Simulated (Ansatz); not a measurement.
# Phonons of PbSe (Clausthalite, Fm-3m) against volume, part 3 of 3

Aim: how do the optical modes of PbSe (Clausthalite, Fm-3m) move with volume?

Ansatz 0.2.0; DFT PBE, scalar-relativistic, plane waves, PAW; PAW set soft_1.

So far, mean high-frequency dielectric constant: step 4 (modes at rest) 20.1; step 6 (volume ratio 1.06) 18.5.

In doubt: the program warns that the response may not be converged on this k-mesh (in some of the runs), which bears on the force constants and all frequencies.

### 7. Ground state of a member: 0.9 times the volume at rest

The cell is set to 0.9 times the volume at rest; symmetry leaves nothing else free, so this is a single point.

input.yaml reads:

```yaml
crystal:
  lattice:
    - [0.0, 3.0016088378, 3.0016088378]
    - [3.0016088378, 0.0, 3.0016088378]
    - [3.0016088378, 3.0016088378, 0.0]
  atoms:
    - { symbol: Se, position: [0.5, 0.5, 0.5] }
    - { symbol: Pb, position: [0.0, 0.0, 0.0] }
kpoints:
  mp_grid: { grid: [16, 16, 16] }
hamiltonian:
  xc: pbe
  pseudopotentials: { kind: paw, azcp: { folder: soft_1 } }
scf:
  occupations: { method: gaussian, width: 0.02 }
output:
  forces: true
  stress: true
  eigenvalues: true
```

Command:

```sh
> ansatz run input.yaml --threads 4 --pin off --max-ram 10240MiB --backend cpu --events-out ev --progress --plain --runs-dir out
```

Numbers of over 12 decimals in the logs are rounded to 6 here.

What it wrote:

```text
[...]
Crystal: 2 atoms, lattice volume = 54.087 Å³
Basis set: ecut = 420 eV, 1067 PW (Γ), exchange–correlation on 60×60×60 points (8 copies of the dense FFT grid, shifted against one another)
Bands: 19, of which v1, the nominal top of the filled ones, is band 15 counted from 1 (14 counted from 0)
Symmetry: 48 space group operations
[...]
k-points: 145 of 4096
[...]
--- Band table (eV; the first three rows and the last of 145) ---
  k-point 0: bands = [... 11 lower, 3.7305, 7.7835, 7.7835, 7.7835, 14.7811, 14.7811, 14.7811, 16.3273]
  k-point 1: bands = [... 11 lower, 3.5974, 7.7949, 7.7949, 7.8830, 14.3978, 14.5512, 14.5512, 16.2650]
  k-point 2: bands = [... 11 lower, 3.2422, 7.8291, 7.8291, 8.1384, 13.6280, 14.0239, 14.0239, 16.1594]
  k-point 144: bands = [... 11 lower, 1.6868, 5.2540, 5.2540, 9.0340, 11.7805, 14.9006, 14.9006, 17.8006]
[key lines of the parts left out:]
SCF converged after 7 iterations
Free energy (F): -17378.945116 eV
Fermi energy:    10.038725 eV
P = ⅓ Tr σ = 6.2200 GPa (62.200 kbar)
```

Wall time 5.2 s (4 threads of Intel Xeon at 2.50GHz (Skylake/Cascade Lake), shared host); peak memory 0.46 GiB; 15 s of CPU time.

This step gave:

* pressure: 6.220 GPa
* volume per atom: 27.04 Å³
* gap on the k-mesh: 0.08165 eV

The forces vanish by symmetry, at a pressure of 6.22 GPa.

### 8. Zone-centre modes of the member: 0.9 times the volume at rest

The zone-centre modes follow for 0.9 times the volume at rest.

Edit input.yaml of step 7 so:

```diff
@@ -16,4 +16,4 @@
 output:
-  forces: true
-  stress: true
   eigenvalues: true
+phonons:
+  method: dfpt
```

What it wrote:

```text
[...]
Crystal: 2 atoms, lattice volume = 54.087 Å³
Basis set: ecut = 420 eV, 1067 PW (Γ), exchange–correlation on 60×60×60 points (8 copies of the dense FFT grid, shifted against one another)
Bands: 19, of which v1, the nominal top of the filled ones, is band 15 counted from 1 (14 counted from 0)
Symmetry: 48 space group operations
k-points: 349 of 4096 (irreducible under 8 space group operations, time reversal used)
[...]
k-point 2: bands = [... 11 lower, 3.2423, 7.8291, 7.8291, 8.1384, 13.6280, 14.0239, 14.0239, 16.1594]
  k-point 348: bands = [... 11 lower, 1.6868, 5.2540, 5.2540, 9.0340, 11.7805, 14.9006, 14.9006, 17.8006]
[...]
ASR residual: 1.693e-4 → 0.000e0 eV/Å²; symmetrization residual: 1.743e-5 eV/Å²
  ASR residual per site (eV/Å²): 6.03e-5 1.69e-4
  Γ frequencies (cm⁻¹): 0.00 0.00 0.00 77.75 77.75 77.75
  non-analytic LO–TO correction: not included (Born effective charges unavailable; polar crystals: no LO–TO splitting at Γ)
[key lines of the parts left out:]
SCF converged after 9 iterations
Free energy (F): -17378.945116 eV
Fermi energy:    10.038739 eV
```

Elapsed: 64 s, on 4 threads; peak memory 1.2 GiB; 3.4 min of CPU time.

This step gave:

```
gap on the k-mesh                                       : 0.08163 eV
sum-rule residual before enforcement                    : 1.69e-4 eV/Å²
highest optical mode at the zone centre (no LO-TO term) : 77.75 cm⁻¹
lowest optical zone-centre mode                         : 77.75 cm⁻¹
```

Without the LO-TO term. Patterns of degenerate modes are one choice out of their space. Modes at Γ, with each element's share of the kinetic energy:

```csv
mode,frequency (cm⁻¹),symmetry,Se %,Pb %
1,0.0,acoustic,28,72
2,0.0,acoustic,28,72
3,0.0,acoustic,28,72
4,77.8,T1u,72,28
5,77.8,T1u,72,28
6,77.8,T1u,72,28
```

The optical mode without the LO-TO term lies at 77.8 cm⁻¹.

### 9. The series together

The members are set side by side, also those not shown above.

Each row is one cell with its response, relaxed at fixed volume as far as symmetry leaves anything free; energies are extrapolated to zero smearing, and E0 is that at rest; imaginary frequencies occur in the series; shape and atoms are relaxed in each cell where symmetry leaves them free. State of the crystal along the series:

```csv
volume ratio,V (Å³/atom),pressure (GPa),E - E0 (meV/atom),gap on mesh (eV),ε∞,ε0,"largest Born charge in size, a third of the trace (e)","top mode with the field, highest of q along x, y and z (cm⁻¹)"
0.9,27.04,6.22,53.08,0.08164,-,-,-,-
0.92,27.64,4.691,32.67,0.1654,24.84,97.05,4.837,140.4
0.94,28.25,3.321,17.69,0.2427,22.99,113.3,4.838,139.5
0.96,28.85,2.092,7.584,0.314,21.74,142.1,4.831,137.5
0.98,29.45,0.9915,1.837,0.3797,20.8,199.9,4.822,135
0.99,29.75,0.4843,0.4563,0.4106,20.39,256.5,4.82,133.8
1,30.05,0.004046,0,0.4402,20.05,364.1,4.814,132.3
1.02,30.65,-0.8815,1.677,0.4959,19.43,3508,4.807,129.6
1.04,31.25,-1.676,6.499,0.5469,18.92,-,4.801,126.7
1.06,31.85,-2.388,14.14,0.5937,18.48,-,4.797,123.8
```

Without the LO-TO term; each mode is tracked from rest by its pattern, and modes that stay within 0.3 cm⁻¹ of each other stand once; imaginary frequencies occur in the series; shape and atoms are relaxed in each cell where symmetry leaves them free. Optical modes along the series:

```csv
V (Å³/atom),mode 4 T1u (cm⁻¹)
27.04,77.75
27.64,71.03
28.25,62.84
28.85,53.79
29.45,43.56
29.75,37.73
30.05,31.06
30.65,9.64
31.25,-26.85
31.85,-38.47
```

### 10. Results

```json
{
 "members": "10",
 "highest optical mode at the zone centre (no LO-TO term), at rest": "31.06 cm⁻¹",
 "bulk modulus at rest": "46.7 GPa"
}
```

What this shows: The series spans -2.4 to 6.2 GPa, and the slope at rest gives a bulk modulus of 47 GPa. ε∞ is 20.05 at rest, with d ln ε∞ / d ln V = -1.68. A mode is imaginary at volume ratio 1.04 and 1.06, where this structure is not a minimum. The gap on the mesh falls to 0.08 eV within the series; members under 0.15 eV ran without the field response. One k mesh and one cutoff serve the ground states and modes of all volumes; the field response picks its own mesh. With the field response the log warns that the k mesh is coarse for the force constants too, so the frequencies are to be taken as unconverged. These are harmonic frequencies at zero temperature: anharmonic shifts, linewidths and thermal expansion are left out. Spin-orbit coupling is left out, which can matter for the heavy elements here. Only the zone centre was solved, so an instability at another wavevector cannot show here.

[Logs are printed without paths, hosts, clocks, repeated set-up lines and the standing remarks that a program may print on its own settings, such as how far it seeks lower states.]

[Hosts, paths, dates, database ids (printed as entryN), source tags and the programs' standing remarks are cut or masked in the printed files.]
